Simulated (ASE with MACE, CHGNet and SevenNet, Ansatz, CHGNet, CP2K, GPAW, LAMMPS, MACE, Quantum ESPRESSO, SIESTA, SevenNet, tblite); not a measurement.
# Machine-learned potentials runs on glassy 69SiO2-19Al2O3-6SrO-6Li2O (mol %) (106 atoms)

Aim: run glassy 69SiO2-19Al2O3-6SrO-6Li2O (mol %) (106 atoms) in machine-learned potentials and see how near its forces come to a plane-wave reference, and at what cost.

Calculated with ASE with MACE, CHGNet and SevenNet; the method is named at each step.

## (1) Starting point

The cell holds 106 atoms: 22 Si, 12 Al, 2 Sr, 4 Li and 66 O. Its edges and angles: a = 11.659 Å, b = 11.659 Å, c = 11.659 Å, α = 90.0°, β = 90.0°, γ = 90.0°. 106 atoms (22 Si, 12 Al, 2 Sr, 4 Li, 66 O) placed at random at 2.31 g/cm³, melted at 4000 K for 10 ps at fixed volume with the Morse and Coulomb pair potential with partial charges (Pedone, Malavasi, Menziani, Cormack and Segre, J. Phys. Chem. B 110, 11780 (2006)). Quenched from 4000 K to 300 K at 50 K/ps and fixed volume, held 5 ps.

The yardstick, on the same geometry:

```
method                                           : Kohn-Sham DFT, PBE, PAW, plane waves (Ansatz 0.2.0); cutoff 420 eV, Γ point, fermi-dirac smearing of 0.05 eV; PAW set soft_2
r.m.s. force component                           : 1.295 eV/Å
longest force                                    : 5.151 eV/Å
pressure                                         : 1.596 GPa
gap (highest filled to lowest empty level) : 2.915 eV
SCF cycles                                       : 9
time                                             : 11 s on 8 threads of Arm Neoverse V2, shared host
CPU time                                         : 83 s
```

## (2) MACE MP-0b2 small potential

Method: machine-learned interatomic potential MACE MP-0b2 small, trained on PBE(+U) plane-wave data.

run.py

```python
import numpy as np
from ase.io import read
import mlip  # loads the published weights by name

atoms = read("structure.xyz")
atoms.calc = mlip.calc("mace-mp-0b2-small")
energy = atoms.get_potential_energy()
forces = atoms.get_forces()
print(f"energy {energy:.6f} eV")
print("forces (eV/A)")
for i, (a, f) in enumerate(zip(atoms, forces)):
    print(f"{i:4d} {a.symbol:2s} {f[0]:10.5f} {f[1]:10.5f} {f[2]:10.5f}")
stress = -atoms.get_stress(voigt=False) * 160.21766
print("stress (GPa, compression positive)")
for row in stress:
    print(" ".join(f"{x:10.4f}" for x in row))
```

structure.xyz

```xyz
106
Lattice="11.65850 0.00000 0.00000 0.00000 11.65850 0.00000 0.00000 0.00000 11.65850" Properties=species:S:1:pos:R:3 pbc="T T T"
Si 3.37933 11.50647 8.40520
Si 5.42085 5.58407 4.38733
Si 10.11445 7.02156 6.49402
Si 0.89129 1.33630 7.09373
Si 4.14203 1.51106 4.50554
Si 0.92662 7.33751 10.06746
Si 7.55098 9.68075 2.53491
Si 3.25890 4.75539 2.41587
Si 10.04520 8.29747 1.52167
Si 5.73575 3.32594 0.92953
Si 10.23943 1.03015 9.22397
Si 0.12323 0.23795 4.04678
Si 8.91432 0.75990 2.69941
Si 8.38456 2.74511 7.20425
Si 10.12179 4.06136 4.85367
Si 3.02270 8.27777 7.96380
Si 11.08793 10.14453 10.87260
Si 10.39029 2.57361 0.33017
Si 5.84196 7.19854 7.18933
Si 2.56767 7.53979 1.16911
Si 1.39261 2.18993 1.82351
Si 0.78508 8.85755 3.25389
Al 6.06405 0.49094 6.73430
Al 2.22677 11.62994 11.31364
Al 1.63697 3.62626 5.46049
Al 8.61785 4.23005 1.84647
Al 8.31333 5.64551 8.69922
Al 5.63770 7.66511 1.69363
Al 4.03081 0.58782 1.37419
Al 7.76713 9.45015 5.87740
Al 7.17441 5.66428 11.50426
Al 6.89251 2.94377 3.79403
Al 1.56539 6.99510 5.72887
Al 10.12821 5.75079 11.18610
Sr 4.77544 9.44805 4.79712
Sr 4.97002 9.01179 10.69562
Li 8.02140 6.71809 3.04485
Li 4.80330 1.20887 10.27638
Li 8.54347 0.52603 5.36268
Li 1.52726 4.68532 7.72807
O 9.17944 8.33140 6.06545
O 8.52073 8.37220 2.01937
O 10.29679 7.00349 0.58910
O 4.51137 4.29149 1.46407
O 9.11100 1.58486 8.25025
O 5.09593 1.89019 0.69403
O 11.59484 1.07072 8.38060
O 10.27708 11.14599 9.87405
O 2.96091 2.40480 5.01187
O 2.42520 1.32231 0.91030
O 3.99653 5.17054 3.71253
O 6.32287 8.46978 6.46697
O 0.01795 7.41038 6.37767
O 7.43020 9.62864 4.09913
O 6.28125 7.10679 0.19318
O 5.86458 6.79457 3.30705
[... 46 atom lines left out ...]
O 4.96582 0.27491 8.23545
O 3.82760 0.53338 3.12786
O 10.32500 9.59565 0.56101
O 8.57949 5.68655 10.37863
```

Run with:

```console
> OMP_NUM_THREADS=1 python run.py > output.txt
```

What it wrote:

```text
energy -786.760457 eV
forces (eV/A)
   0 Si   -0.30715   -0.69196   -2.21995
   1 Si    1.38950    0.63234   -0.28944
   2 Si    0.10765    0.60852   -2.04129
   3 Si    0.91299   -3.04852   -1.17190
   4 Si   -0.07748   -2.64625   -1.78836
   5 Si   -1.14730    2.32317    0.78742
   6 Si    2.85997   -0.23941   -0.20316
   7 Si    0.50075    0.11489   -3.24937
   8 Si    0.59286    0.31612   -3.00478
   9 Si   -0.92641    1.94341   -0.89742
  10 Si    0.12049   -1.07982    1.23969
  11 Si   -1.64612   -0.75208    0.81164
  12 Si    1.50728   -1.07714    0.04243
  13 Si    1.09024   -0.38474    0.78578
  14 Si    1.50629    2.76735    0.59637
  15 Si    0.13891    1.54678   -1.63907
  16 Si    1.28694   -1.16818    0.53294
  17 Si   -1.35798   -0.26025    4.29675
  18 Si   -2.01253   -2.81949    1.33765
  19 Si   -3.42720   -0.18064    0.62253
  20 Si    1.97128    0.45479    2.52399
  21 Si    0.28959    0.24374   -0.28630
  22 Al    0.32169    0.88850    0.89405
  23 Al    1.25315    0.83509   -0.07511
[...]
98 O     0.35368   -0.27653   -0.58026
  99 O    -0.60096   -0.58600   -0.08444
 100 O     1.14390    0.14955   -0.15779
 101 O    -0.86586   -1.10141   -0.19240
 102 O     0.44976   -0.05085   -0.02583
 103 O     0.00170   -0.49869    0.21652
 104 O    -0.37920    1.03281   -0.93427
 105 O    -0.42402    0.28752    1.02342
stress (GPa, compression positive)
    3.0436     1.2546     1.0920
    1.2546    -0.1107    -0.4041
    1.0920    -0.4041     2.3368
```

The job ended after 5.8 s (1 thread of Arm Neoverse V2, shared host; peak memory 0.67 GiB).

Banners, paths, timers and routine set-up lines are dropped from the logs unmarked, and long logs keep their key lines alone; longer cuts are marked.

Against the reference:

| Item | Value |
| --- | --- |
| r.m.s. force component | 1.273 eV/Å |
| r.m.s. difference of force components | 118.7 meV/Å |
| longest difference of force vectors | 631.6 meV/Å |
| force difference over r.m.s. force | 9.172 % |
| slope of forces against the reference's | 0.9795 |
| correlation of force components | 0.9959 |
| pressure | 1.757 GPa |
| pressure difference | 0.161 GPa |

Length of the force difference by element (eV/Å):

```tsv
element	atoms	mean	most
Al	12	0.28	0.63
Li	4	0.095	0.12
O	66	0.14	0.35
Si	22	0.25	0.54
Sr	2	0.11	0.15
```

A closer look about Sr35, one of the 2 Sr atoms: 9 atoms, nearest first, numbered in the order of the input, with positions taken from that point.

```tsv
atom	x	y	z	distance (Å)	bonds	Fx	Fy	Fz (eV/Å)
Sr35	0.00	0.00	0.00	0.00	4	-0.50	0.31	-0.42
O52	1.55	-0.98	1.67	2.48	3	1.17	3.61	-1.78
O91	0.04	2.58	0.73	2.68	3	-0.53	-0.62	-0.01
O54	2.65	0.18	-0.70	2.75	3	-0.70	-0.47	2.73
O83	-1.97	-1.39	1.62	2.90	3	-0.04	0.75	-1.61
Al30	2.99	0.00	1.08	3.18	4	1.42	-3.10	-0.43
O56	1.09	-2.65	-1.49	3.23	3	0.29	1.40	-0.31
O88	1.41	-0.11	-2.93	3.25	3	-2.58	-0.12	-0.95
O104	-0.95	2.74	-1.67	3.35	2	0.00	-0.50	0.22
```

Atoms are counted from 1 here, from 0 in the log.

Forces lie 9.2 % from the reference's, at 0.069 times its CPU time (on 1 against 8 cores).

## (3) CHGNet r2SCAN potential

Method: machine-learned interatomic potential CHGNet r2SCAN, trained on r2SCAN plane-wave data.

run.py, as its differences from that of step 2:

```diff
@@ -5,3 +5,3 @@
 atoms = read("structure.xyz")
-atoms.calc = mlip.calc("mace-mp-0b2-small")
+atoms.calc = mlip.calc("chgnet-r2scan")
 energy = atoms.get_potential_energy()
```

structure.xyz is that of step 2.

What it wrote:

```text
CHGNet vr2scan initialized with 412,525 parameters
CHGNet will run on cpu
energy -1024.219116 eV
forces (eV/A)
   0 Si   -0.11777   -0.96491   -2.11157
   1 Si    1.25887    0.92708   -0.22430
   2 Si    0.13873    0.22142   -1.57655
   3 Si    0.72717   -2.89729   -1.11119
   4 Si    0.02904   -2.24781   -1.41715
   5 Si   -0.70705    1.89854    0.73781
   6 Si    2.31656   -0.39596   -0.24863
   7 Si    0.37340    0.25736   -3.05100
   8 Si    0.32544    0.29147   -2.43857
   9 Si   -0.91300    1.79518   -0.72795
  10 Si    0.13488   -0.85884    0.85179
  11 Si   -1.46220   -0.71102    0.71406
  12 Si    1.46192   -1.08303    0.14161
  13 Si    1.05032   -0.39938    0.28083
  14 Si    1.06290    2.36454    0.63340
  15 Si    0.33139    1.39736   -1.29731
  16 Si    1.16203   -1.18591    0.54835
  17 Si   -1.31671    0.01606    3.94302
  18 Si   -2.07310   -2.34830    1.27516
  19 Si   -3.05019    0.07929    0.37822
  20 Si    1.82764    0.39600    2.24928
  21 Si    0.50679    0.14703   -0.27148
  22 Al    0.06130    0.49501    0.44769
  23 Al    1.09575    0.54554   -0.03162
[...]
98 O     0.33131   -0.04638   -0.31805
  99 O    -0.18352   -0.41873    0.24666
 100 O     0.76200    0.08749   -0.06927
 101 O    -0.57925   -0.42295   -0.18390
 102 O     0.02050   -0.03445   -0.17911
 103 O     0.02961   -0.12332    0.11463
 104 O    -0.15031    0.90052   -1.06482
 105 O    -0.22890    0.19235    1.05674
stress (GPa, compression positive)
   -1.1665     1.0995     0.9052
    1.0995    -3.6400    -0.3194
    0.9052    -0.3194    -1.7217
```

Elapsed: 3.6 s, on 1 thread; peak memory 1.3 GiB.

Against the reference:

| Property | Result |
| --- | --- |
| r.m.s. force component | 1.078 eV/Å |
| r.m.s. difference of force components | 303 meV/Å |
| longest difference of force vectors | 1208 meV/Å |
| force difference over r.m.s. force | 23.41 % |
| slope of forces against the reference's | 0.819 |
| correlation of force components | 0.984 |
| pressure | -2.176 GPa |
| pressure difference | -3.772 GPa |

Against the first run (9.2 %), the force difference from the reference is 23 %, at 0.62 times the CPU time; this potential was trained at another functional than the reference's.

## (4) SevenNet l3i5 potential

Method: machine-learned interatomic potential SevenNet l3i5, trained on PBE(+U) plane-wave data.

run.py, as its differences from that of step 3:

```diff
@@ -5,3 +5,3 @@
 atoms = read("structure.xyz")
-atoms.calc = mlip.calc("chgnet-r2scan")
+atoms.calc = mlip.calc("7net-l3i5")
 energy = atoms.get_potential_energy()
```

structure.xyz is that of step 3.

What it wrote:

```text
energy -786.569397 eV
forces (eV/A)
   0 Si   -0.40798   -0.81852   -2.27387
   1 Si    1.52393    0.80901   -0.27127
   2 Si    0.11938    0.46119   -1.85168
   3 Si    1.06954   -3.32635   -1.23155
   4 Si   -0.00431   -2.72815   -1.72065
   5 Si   -1.01998    2.51691    0.89664
   6 Si    2.58453   -0.36607   -0.10150
   7 Si    0.67486    0.18629   -3.24059
   8 Si    0.59102    0.36970   -2.90652
   9 Si   -0.95183    2.23366   -0.92223
  10 Si    0.14818   -1.13277    1.14932
  11 Si   -1.67264   -0.73954    0.73302
  12 Si    1.51990   -1.03983    0.09890
  13 Si    1.05486   -0.35384    0.64504
  14 Si    1.57581    3.09613    0.69276
  15 Si    0.18425    1.54615   -1.65929
  16 Si    1.43561   -1.28459    0.54341
  17 Si   -1.22765   -0.33155    4.38380
  18 Si   -1.94888   -2.79190    1.23842
  19 Si   -3.39082    0.01041    0.60420
  20 Si    2.00271    0.56834    2.64150
  21 Si    0.45653    0.06293   -0.32567
  22 Al    0.27166    0.75193    0.76705
  23 Al    1.33619    0.76864   -0.14955
[...]
98 O     0.25946   -0.26583   -0.60283
  99 O    -0.55872   -0.54847    0.00969
 100 O     1.14626    0.11647   -0.15297
 101 O    -0.87191   -1.15111   -0.28152
 102 O     0.47251   -0.02583    0.05880
 103 O    -0.05361   -0.47448    0.11114
 104 O    -0.42419    1.05248   -0.96043
 105 O    -0.40978    0.28213    1.04530
stress (GPa, compression positive)
    2.8359     1.2865     1.1530
    1.2865    -0.3532    -0.3742
    1.1530    -0.3742     2.2873
```

Run time: 9.2 s. Hardware: 1 thread; peak memory 1.6 GiB.

Compared with the plane-wave run:

| Property | Result |
| --- | --- |
| r.m.s. force component | 1.293 eV/Å |
| r.m.s. difference of force components | 60.69 meV/Å |
| longest difference of force vectors | 215.8 meV/Å |
| force difference over r.m.s. force | 4.688 % |
| slope of forces against the reference's | 0.9976 |
| correlation of force components | 0.9989 |
| pressure | 1.59 GPa |
| pressure difference | -0.0056 GPa |

Against the first run (9.2 %), the force difference from the reference is 4.7 %, at 1.6 times the CPU time.

## (5) All runs compared

Differences are against the plane-wave reference, forces as r.m.s. over components; share is that over the reference's r.m.s. force, slope the least-squares factor from reference forces to these. Total energies of different programs have different zeros and aren't compared.

```tsv
run	Δ force, r.m.s. (meV/Å)	share (%)	slope	Δ pressure (GPa)	cores	CPU time	memory (GiB)
reference	-	-	-	-	8	83 s	2.0
MACE MP-0b2 small potential	119	9.17	0.980	0.161	1	5.8 s	0.67
CHGNet r2SCAN potential	303	23.4	0.819	-3.77	1	3.6 s	1.3
SevenNet l3i5 potential	60.7	4.69	0.998	-0.0056	1	9.2 s	1.6
```

Times of the machine-learned potentials are mostly Python's start and the loading of weights.

CPU time is summed over cores on a shared host, where runs went side by side, so it is rough. Symmetry, cutoffs, thresholds, outputs and thread counts weren't matched or tuned between programs; memory under MPI is the largest rank's times the ranks.

## (6) Outcome

```
nearest in forces : SevenNet l3i5 potential, 4.7 %
its CPU time      : 9.2 s
```

Machine-learned potentials differ by 4.7 % (SevenNet l3i5 potential) to 23 % (CHGNet r2SCAN potential); they were trained on other programs' data, some at another functional. Machine-learned potentials mimic data converged in k, so the reference's own k-point error enters their differences. The quench rate of 50 K/ps is many orders above laboratory rates, so the cell is likely richer in defects and strain than a real sample. The network of bonds at the start is that of the classical potential that made the cell, and needn't be the one that DFT or experiment would give. The reference's stress is far from hydrostatic: its diagonal is 2.9, -0.3, 2.2 GPa, compression counted positive. The electronic-structure runs sample only Γ, in a cell whose shortest periodic width is 12 Å.

[Also dropped from logs without a mark: logging warnings of Python, and SIESTA's first energy breakdown and zero terms.]

[Logs are printed without paths, hosts, clocks, repeated set-up lines and the standing remarks that a program may print on its own settings, such as how far it seeks lower states.]

[Hosts, paths, dates, database ids (printed as entryN), source tags and the programs' standing remarks are cut or masked in the printed files.]
